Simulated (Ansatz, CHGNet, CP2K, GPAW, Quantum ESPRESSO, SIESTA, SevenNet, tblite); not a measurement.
# GPAW runs on random packing of 61Li2S-17P2S5-22LiCl (mol %) (62 atoms)

Aim: run random packing of 61Li2S-17P2S5-22LiCl (mol %) (62 atoms) in GPAW and see how near its forces come to a plane-wave reference, and at what cost.

Main program and level: GPAW 26.7.0; the method is named at each step.

**1. Set-up**

The cell holds 62 atoms: 26 Li, 26 S, 6 P and 4 Cl. Cell: a = 10.731 Å, b = 10.731 Å, c = 10.731 Å, α = 90.0°, β = 90.0°, γ = 90.0°. 62 atoms (26 Li, 26 S, 6 P, 4 Cl) packed at random in a cube at 1.8 g/cm³ and pushed apart as soft spheres, cations and anions kept from their own kind; a start for melting by ab initio MD, not an equilibrated structure. Then every atom was moved at random, 0.05 Å r.m.s. a Cartesian component.

The yardstick, on the same geometry:

- method: Kohn-Sham DFT, PBE, SSSP efficiency 1.3.0 pseudopotentials, plane waves (Quantum ESPRESSO 7.5); sssp-pbe-1.3.0-efficiency, cutoffs 45/360 Ry, Γ point
- r.m.s. force component: 0.6157 eV/Å
- longest force: 2.337 eV/Å
- pressure: -0.6467 GPa
- time: 6.3 min on 2 MPI ranks of Arm Neoverse V2, shared host
- CPU time: 13 min

**2. PBE, LCAO dzp, h 0.2 Å**

Method: Kohn-Sham DFT, PBE, PAW, atomic orbitals (dzp).

run.py reads:

```python
import numpy as np
from ase.io import read
from gpaw import GPAW, FermiDirac

atoms = read("structure.xyz")
atoms.calc = GPAW(
    mode="lcao",
    basis="dzp",
    h=0.2,
    xc="PBE",
    kpts={"size": (1, 1, 1), "gamma": True},
    occupations=FermiDirac(0.05),
    maxiter=200,
    symmetry={"point_group": False},
    txt="gpaw.txt",
)
energy = atoms.get_potential_energy(force_consistent=True)
forces = atoms.get_forces()
print(f"energy {energy:.6f} eV")
print("forces (eV/A)")
for i, (a, f) in enumerate(zip(atoms, forces)):
    print(f"{i:4d} {a.symbol:2s} {f[0]:10.5f} {f[1]:10.5f} {f[2]:10.5f}")
print(f"Fermi level {atoms.calc.get_fermi_level():.4f} eV")
for k in range(len(atoms.calc.get_ibz_k_points())):
    for s in range(atoms.calc.get_number_of_spins()):
        e = atoms.calc.get_eigenvalues(kpt=k, spin=s)
        n = np.searchsorted(e, atoms.calc.get_fermi_level())
        print(f"k {k} spin {s} levels about the Fermi level:", np.round(e[max(n - 6, 0):n], 4).tolist(), "|", np.round(e[n:n + 6], 4).tolist())
```

structure.xyz reads:

```xyz
62
Lattice="10.73070 0.00000 0.00000 0.00000 10.73070 0.00000 0.00000 0.00000 10.73070" Properties=species:S:1:pos:R:3 pbc="T T T"
Li 10.42166 0.05891 6.18958
Li 4.38188 8.68586 1.65832
Li 10.51973 5.40924 4.61431
Li 7.18528 0.30765 1.02081
Li 3.42095 2.89117 6.01874
Li 5.11919 5.40516 8.78973
Li 1.70532 3.87679 10.72941
Li 7.87075 9.13923 7.92516
Li 9.10822 3.70842 10.24084
Li 1.99097 1.19422 3.76551
Li 0.80405 9.13204 8.83448
Li 0.26269 1.81510 8.55827
Li 9.31339 3.61871 6.98429
Li 4.53833 0.57935 8.24515
Li 8.69959 3.56528 3.06565
Li 5.03377 2.34605 1.69309
Li 6.04954 10.53240 5.86722
Li 4.70981 7.29194 6.48285
Li 7.38058 6.40408 3.05782
Li 1.56668 9.01776 2.91768
Li 1.49307 0.86661 0.66090
Li 1.29251 5.03484 7.34044
Li 8.02753 9.58112 3.65316
Li 9.18999 7.82933 0.97209
Li 4.37609 8.66976 9.22808
Li 0.62260 5.95414 1.86832
S 6.33744 7.31447 8.17272
S 4.74994 4.03249 3.17886
S 5.49197 6.72128 4.15332
S 7.88621 8.81903 10.16852
S 0.27953 3.97787 8.87633
S 1.71702 3.36536 3.13916
S 7.46567 1.94322 5.26523
S 2.70821 6.80176 2.80565
S 4.26642 9.26049 5.35537
S 10.07602 7.96078 3.24110
S 0.16257 2.27298 6.18045
S 9.19911 0.86565 9.74991
S 7.35107 4.84888 6.72976
S 2.30002 0.61991 8.45407
S 6.64981 8.49796 2.16867
S 5.02122 0.56046 3.20869
S 5.94459 2.46109 7.71419
S 7.17261 2.59758 1.33222
S 2.99762 5.80263 5.76346
S 5.87849 5.84136 1.00386
S 3.57740 3.06769 9.50289
S 8.98653 8.97333 5.82988
S 9.27594 1.27588 2.77560
S 4.27533 0.48428 0.16150
S 1.28543 9.30824 5.33284
S 9.19653 5.08045 1.21890
P 6.30547 3.44863 10.24320
P 10.00251 10.27561 1.88560
P 7.72374 1.82916 8.62501
P 8.34709 6.88986 5.68663
[... 2 atom lines left out ...]
Cl 2.74148 8.38433 7.77042
Cl 10.15682 6.25739 6.78255
Cl 0.82337 8.32305 0.51389
Cl 2.99301 6.63780 10.29525
```

Launch:

```
$ OMP_NUM_THREADS=1 python run.py > output.txt
```

Output:

```text
energy -202.170738 eV
forces (eV/A)
   0 Li    0.16409    0.40159   -0.07931
   1 Li   -0.26463   -0.07758    0.11794
   2 Li    0.84521   -0.14590   -0.65248
   3 Li   -0.24652   -0.77282   -0.10402
   4 Li   -0.31069    0.52866   -0.10431
   5 Li   -0.36816    0.04039    0.45472
   6 Li    0.25857    0.55434    0.46250
   7 Li   -0.00178   -0.12316   -0.06952
   8 Li   -0.17321   -0.59329   -0.42173
   9 Li   -0.06717   -0.36327    0.60359
  10 Li    0.27040   -0.10619    0.36708
  11 Li    0.18287   -0.71375   -0.56673
  12 Li   -0.16392   -0.29615    0.35785
  13 Li   -0.03801    0.23392    0.37409
  14 Li   -0.24004   -0.02789   -0.05886
  15 Li   -1.18961   -0.36008   -0.35931
  16 Li    0.61111    0.77534   -0.51237
  17 Li   -0.26795   -0.11956   -0.10962
  18 Li    1.08609   -0.19704   -1.06833
  19 Li    0.01233   -0.65284    0.16622
  20 Li    0.49883   -0.21256   -0.29004
  21 Li    1.49762    0.16738   -0.69518
  22 Li    0.29207    0.18537    0.14863
  23 Li    0.17839   -0.68699    0.30264
[...]
54 P     0.47763    1.39513    0.65660
  55 P    -2.31327    0.13635   -1.65820
  56 P    -0.46835   -0.99392    2.28250
  57 P    -0.12685    0.84635   -0.05861
  58 Cl   -0.09528   -0.24408    0.17723
  59 Cl    2.12622    0.39596   -0.55837
  60 Cl   -0.15319    0.48635   -0.59554
  61 Cl    0.71696   -0.64115    0.07853
Fermi level 2.5657 eV
k 0 spin 0 levels about the Fermi level: [2.2441, 2.3289, 2.4277, 2.4695, 2.4887, 2.5628] | [2.5842, 2.615, 2.6896, 2.6933, 2.7533, 2.827]
```

gpaw.txt:

```text
Input parameters:
  mode=LCAO(),
  basis={'default': 'dzp'},
  h=0.2,
  kpts=MonkhorstPack(size=(1, 1, 1), gamma=True),
  maxiter=200,
  occupations=Occupations(name='fermi-dirac', width=0.05, fixmagmom=False),
  symmetry=Symmetry(point_group=False),
  xc=XC(name='PBE')
Unit cell  # Å
| periodic |         x |         y |         z |   lengths |    angles |
|----------|-----------|-----------|-----------|-----------|-----------|
|      yes | 10.730700 |  0.000000 |  0.000000 | 10.730700 | 90.000000 |
|      yes |  0.000000 | 10.730700 |  0.000000 | 10.730700 | 90.000000 |
|      yes |  0.000000 |  0.000000 | 10.730700 | 10.730700 | 90.000000 |
Number of symmetries: 1
Symmetry operations  # r_c * U_cc + t_c -> r_c
|   | kind |            matrix            |
|---|------|------------------------------|
| 0 |  E   |  1, 0, 0,  0, 1, 0,  0, 0, 1 |
BZ-sampling:
  Number of BZ points: 1
  Number of IBZ points: 1
  Monkhorst-Pack size: [1, 1, 1]
  Monkhorst-Pack shift: [0, 0, 0]
[... lines left out ...]
  Fermi-Dirac:
[... lines left out ...]
    Stencil: 6*3+1=19 point O(h^6) finite-difference Laplacian
xc functional:
  name: PBE with 2 nearest neighbor stencil
interpolation: tri-quintic # 5. degree polynomial
Initialization done in: 5.745 s
convergence criteria:
- Maximum [total energy] change in last 3 cyles: 0.0005 eV / valence electron
- Maximum integral of absolute [dens]ity change: 0.0001 electrons / valence electron
- Maximum integral of absolute [eigenst]ate change: 4e-08 eV^2 / valence electron
maximum number of iterations: 200
SCF iterations
|iter     |      energy | eigst |  dens |
|---------|-------------|-------|-------|
|iter:   1| -214.289095 |      c|       |
|iter:   2| -208.461496 |      c| -0.94 |
|iter:   3| -205.537040 |      c| -1.03 |
|iter:   4| -202.967312 |      c| -1.13 |
[...]
|iter:   9| -202.045873 |      c| -1.78 |
|iter:  10| -202.006348 |      c| -1.99 |
|iter:  11| -201.988639c|      c| -2.14 |
|iter:  12| -201.985745c|      c| -2.36 |
|iter:  13| -201.984633c|      c| -2.51 |
[...]
|iter:  22| -201.981280c|      c| -3.79 |
|iter:  23| -201.981215c|      c| -3.86 |
|iter:  24| -201.981195c|      c| -4.00c|
Converged in 24 steps
SCF loop duration: 121.056 s (5.044 s/step)
Energy contributions relative to reference atoms: (reference = -393607.880198)
Energy contributions:
  Kinetic:         264.549765
  Coulomb:        -251.722551
  Zero:              1.631256
  External:          0.000000
  Xc:             -216.250122
  Entropy:          -0.379085
  Spinorbit:         0.000000
  ----------------------------
  Free energy:    -202.170738
  Extrapolated:   -201.981195
dipole moment: (-24.087887, -36.834202, 4.719593)  # |e|*Ang
Fermi level: 2.566
Eigenvalues  # (at kpt = [0.000, 0.000, 0.000])
| band index |      eig [eV] | occ [0-2] |
|------------|---------------|-----------|
|          0 |       -16.483 |     2.000 |
|        ... |               |           |
|        112 |         2.163 |     1.999 |
|        113 |         2.212 |     1.998 |
[...]
|        127 |         2.936 |     0.001 |
|        ... |               |           |
|        147 |         6.576 |     0.000 |
Gap: 0.021 eV
Transition (v -> c):
  (s=0, k=0, n=119, [0.00, 0.00, 0.00]) -> (s=0, k=0, n=120, [0.00, 0.00, 0.00])
No difference between direct/indirect transitions
Force computation time: 10.580  # s
timing:  # [seconds]
  Total:  137.408  # ━━━━━━━━━━━━━━━━━━━━━━━━━━━━━━━━━━━━━━━━━━━━━━━━━━━━━━━━
  Init:     5.744  # ━━╸
  SCF:    121.056  # ━━━━━━━━━━━━━━━━━━━━━━━━━━━━━━━━━━━━━━━━━━━━━━━━━╸
  Forces:  10.580  # ━━━━╸
```

The job ended after 2.3 min (1 thread of Arm Neoverse V2, shared host; peak memory 1 GiB).

Banners, paths, timers and routine set-up lines are dropped from the logs unmarked, and long logs keep their key lines alone; longer cuts are marked.

Against the reference:

```
r.m.s. force component                  : 0.6808 eV/Å
r.m.s. difference of force components   : 145.3 meV/Å
longest difference of force vectors     : 661 meV/Å
force difference over r.m.s. force      : 23.6 %
slope of forces against the reference's : 1.084
correlation of force components         : 0.9799
```

Length of the force difference by element (eV/Å):

| element | atoms | mean | most |
| --- | --- | --- | --- |
| Cl | 4 | 0.21 | 0.58 |
| Li | 26 | 0.14 | 0.30 |
| P | 6 | 0.40 | 0.66 |
| S | 26 | 0.22 | 0.59 |

The surroundings of P56, which bears the longest force, nearest first, numbered as they follow in the input and with coordinates relative to it.

| atom | x | y | z | distance (Å) | Fx | Fy | Fz (eV/Å) |
| --- | --- | --- | --- | --- | --- | --- | --- |
| P56 | 0.00 | 0.00 | 0.00 | 0.00 | -2.31 | 0.14 | -1.66 |
| S48 | 0.64 | 2.08 | 0.14 | 2.18 | -0.88 | 0.23 | 0.75 |
| Cl60 | 1.81 | -0.63 | 1.10 | 2.21 | 2.13 | 0.40 | -0.56 |
| S39 | -1.00 | -2.04 | 1.04 | 2.50 | -0.08 | 1.05 | -0.18 |
| Li3 | 2.17 | -1.48 | -1.07 | 2.84 | 0.85 | -0.15 | -0.65 |
| Li19 | -0.97 | -0.49 | -2.63 | 2.84 | 1.09 | -0.20 | -1.07 |
| S36 | 1.73 | 1.07 | -2.45 | 3.18 | -0.08 | 0.13 | 0.07 |
| Li8 | -0.48 | 2.25 | 2.24 | 3.21 | 0.00 | -0.12 | -0.07 |
| S27 | -2.01 | 0.42 | 2.49 | 3.22 | 0.39 | 0.89 | 0.44 |
| S29 | -2.86 | -0.17 | -1.53 | 3.25 | 0.45 | -0.12 | 1.70 |
| P57 | 1.06 | -0.56 | 3.08 | 3.30 | -0.47 | -0.99 | 2.28 |
| Li23 | -0.32 | 2.69 | -2.03 | 3.39 | 0.29 | 0.19 | 0.15 |
| P58 | -2.41 | -2.26 | -0.97 | 3.45 | -0.13 | 0.85 | -0.06 |

Atoms are counted from 1 here, from 0 in the log.

Forces lie 24 % from the reference's, at 0.18 times its CPU time (on 1 against 2 cores).

**3. PBE, LCAO sz(dzp), h 0.2 Å**

Method: Kohn-Sham DFT, PBE, PAW, atomic orbitals (sz(dzp)).

Edit run.py of step 2 so:

```diff
@@ -7,3 +7,3 @@
     mode="lcao",
-    basis="dzp",
+    basis="sz(dzp)",
     h=0.2,
```

structure.xyz is that of step 2.

Output:

```text
energy -157.741174 eV
forces (eV/A)
   0 Li   -0.01097    0.34390   -0.26455
   1 Li   -0.00216   -0.16107    0.25089
   2 Li    1.10677   -0.05223   -0.63669
   3 Li   -0.09321   -0.83874   -0.33665
   4 Li   -0.21858    0.54692   -0.13416
   5 Li   -0.03096   -0.30662    0.62422
   6 Li    0.29766    0.70883    0.49612
   7 Li    0.14834   -0.10562   -0.03026
   8 Li   -0.44031   -0.38469   -0.24923
   9 Li   -0.03061   -0.48977    0.78930
  10 Li    0.13803   -0.32019    0.40447
  11 Li    0.31739   -0.67081   -0.48777
[...]
57 P     2.59640   -0.60325    3.22940
  58 Cl   -0.17244   -0.35801    0.18955
  59 Cl    5.48449   -0.75675   -2.37199
  60 Cl    0.04088    0.48977   -0.82988
  61 Cl    0.78864   -0.80361    0.13113
Fermi level 3.6722 eV
k 0 spin 0 levels about the Fermi level: [3.3511, 3.4686, 3.521, 3.5577, 3.6313, 3.6626] | [3.6945, 3.704, 3.7942, 3.8068, 3.8541, 3.9126]
```

gpaw.txt:

```text
Input parameters:
  mode=LCAO(),
  basis={'default': 'sz(dzp)'},
  h=0.2,
  kpts=MonkhorstPack(size=(1, 1, 1), gamma=True),
  maxiter=200,
  occupations=Occupations(name='fermi-dirac', width=0.05, fixmagmom=False),
  symmetry=Symmetry(point_group=False),
  xc=XC(name='PBE')
[... lines left out ...]
  Fermi-Dirac:
[... lines left out ...]
convergence criteria:
- Maximum [total energy] change in last 3 cyles: 0.0005 eV / valence electron
[... lines left out ...]
Converged in 25 steps
[... lines left out ...]
  Free energy:    -157.741174
[... lines left out ...]
Fermi level: 3.672
[... lines left out ...]
|          0 |       -16.062 |     2.000 |
|        ... |               |           |
|        112 |         3.269 |     1.999 |
|        113 |         3.327 |     1.998 |
[...]
|        127 |         4.034 |     0.001 |
|        ... |               |           |
|        147 |         8.214 |     0.000 |
Gap: 0.032 eV
Transition (v -> c):
  (s=0, k=0, n=119, [0.00, 0.00, 0.00]) -> (s=0, k=0, n=120, [0.00, 0.00, 0.00])
No difference between direct/indirect transitions
Force computation time: 2.482  # s
timing:  # [seconds]
  Total:  48.163  # ━━━━━━━━━━━━━━━━━━━━━━━━━━━━━━━━━━━━━━━━━━━━━━━━━━━━━━━━━
  Init:    4.581  # ━━━━━╸
  SCF:    41.075  # ━━━━━━━━━━━━━━━━━━━━━━━━━━━━━━━━━━━━━━━━━━━━━━━━╸
  Forces:  2.482  # ━━━
```

Run time: 49 s. Hardware: 1 thread; peak memory 0.82 GiB.

Numbers from this run, and their distance from the reference:

* r.m.s. force component: 1.36 eV/Å
* r.m.s. difference of force components: 1107 meV/Å
* longest difference of force vectors: 5344 meV/Å
* force difference over r.m.s. force: 179.8 %
* slope of forces against the reference's: 1.324
* correlation of force components: 0.5992

This is a coarse setting, run to see what it loses.

Against the first run (24 %), the force difference from the reference is 180 %, at 0.36 times the CPU time, with 170 basis functions against 598: the smaller basis costs accuracy.

The difference per atom is largest on P (3.5 eV/Å on average, against 1.4 on S).

**4. RPBE, LCAO dzp, h 0.2 Å**

Method: Kohn-Sham DFT, RPBE, PAW, atomic orbitals (dzp).

Edit run.py of step 3 so:

```diff
@@ -7,5 +7,5 @@
     mode="lcao",
-    basis="sz(dzp)",
+    basis="dzp",
     h=0.2,
-    xc="PBE",
+    xc="RPBE",
     kpts={"size": (1, 1, 1), "gamma": True},
```

structure.xyz is that of step 3.

Output:

```text
energy -187.538626 eV
forces (eV/A)
   0 Li    0.15866    0.40162   -0.07158
   1 Li   -0.28956   -0.06963    0.11595
   2 Li    0.84605   -0.14917   -0.68004
   3 Li   -0.24423   -0.81275   -0.10763
   4 Li   -0.31758    0.54703   -0.10631
   5 Li   -0.37352    0.01053    0.47470
   6 Li    0.26365    0.55444    0.50109
   7 Li    0.00065   -0.10614   -0.08828
   8 Li   -0.20420   -0.62270   -0.44881
   9 Li   -0.06712   -0.40149    0.61771
  10 Li    0.26614   -0.09908    0.38057
  11 Li    0.18369   -0.73744   -0.57599
[...]
57 P    -0.12880    0.85439   -0.06284
  58 Cl   -0.12063   -0.25803    0.17879
  59 Cl    2.16013    0.40169   -0.57245
  60 Cl   -0.14311    0.52953   -0.64417
  61 Cl    0.75315   -0.68203    0.06961
Fermi level 2.6757 eV
k 0 spin 0 levels about the Fermi level: [2.3562, 2.4393, 2.5372, 2.581, 2.598, 2.6727] | [2.6937, 2.7236, 2.8006, 2.8063, 2.8644, 2.9378]
```

gpaw.txt:

```text
Input parameters:
  mode=LCAO(),
  basis={'default': 'dzp'},
  h=0.2,
  kpts=MonkhorstPack(size=(1, 1, 1), gamma=True),
  maxiter=200,
  occupations=Occupations(name='fermi-dirac', width=0.05, fixmagmom=False),
  symmetry=Symmetry(point_group=False),
  xc=XC(name='RPBE')
[... lines left out ...]
  Fermi-Dirac:
[... lines left out ...]
convergence criteria:
- Maximum [total energy] change in last 3 cyles: 0.0005 eV / valence electron
[... lines left out ...]
Converged in 25 steps
[... lines left out ...]
  Free energy:    -187.538626
[... lines left out ...]
Fermi level: 2.676
[... lines left out ...]
|          0 |       -16.414 |     2.000 |
|        ... |               |           |
|        112 |         2.274 |     1.999 |
|        113 |         2.322 |     1.998 |
[...]
|        127 |         3.047 |     0.001 |
|        ... |               |           |
|        147 |         6.785 |     0.000 |
Gap: 0.021 eV
Transition (v -> c):
  (s=0, k=0, n=119, [0.00, 0.00, 0.00]) -> (s=0, k=0, n=120, [0.00, 0.00, 0.00])
No difference between direct/indirect transitions
Force computation time: 10.525  # s
timing:  # [seconds]
  Total:  141.953  # ━━━━━━━━━━━━━━━━━━━━━━━━━━━━━━━━━━━━━━━━━━━━━━━━━━━━━━━━
  Init:     5.749  # ━━╸
  SCF:    125.652  # ━━━━━━━━━━━━━━━━━━━━━━━━━━━━━━━━━━━━━━━━━━━━━━━━━╸
  Forces:  10.525  # ━━━━
```

Wall time 2.4 min (1 thread); peak memory 1 GiB.

Compared with the plane-wave run:

```
r.m.s. force component                  : 0.7012 eV/Å
r.m.s. difference of force components   : 159.4 meV/Å
longest difference of force vectors     : 676.7 meV/Å
force difference over r.m.s. force      : 25.89 %
slope of forces against the reference's : 1.115
correlation of force components         : 0.979
```

Against the first run (24 %), the force difference from the reference is 26 %, at 1.0 times the CPU time; the model has changed, so this is no error of the program alone.

(Part 1 of 2 ends here.)

[Also dropped from logs without a mark: logging warnings of Python, and SIESTA's first energy breakdown and zero terms.]

[Logs are printed without paths, hosts, clocks, repeated set-up lines and the standing remarks that a program may print on its own settings, such as how far it seeks lower states.]

[Hosts, paths, dates, database ids (printed as entryN), source tags and the programs' standing remarks are cut or masked in the printed files.]
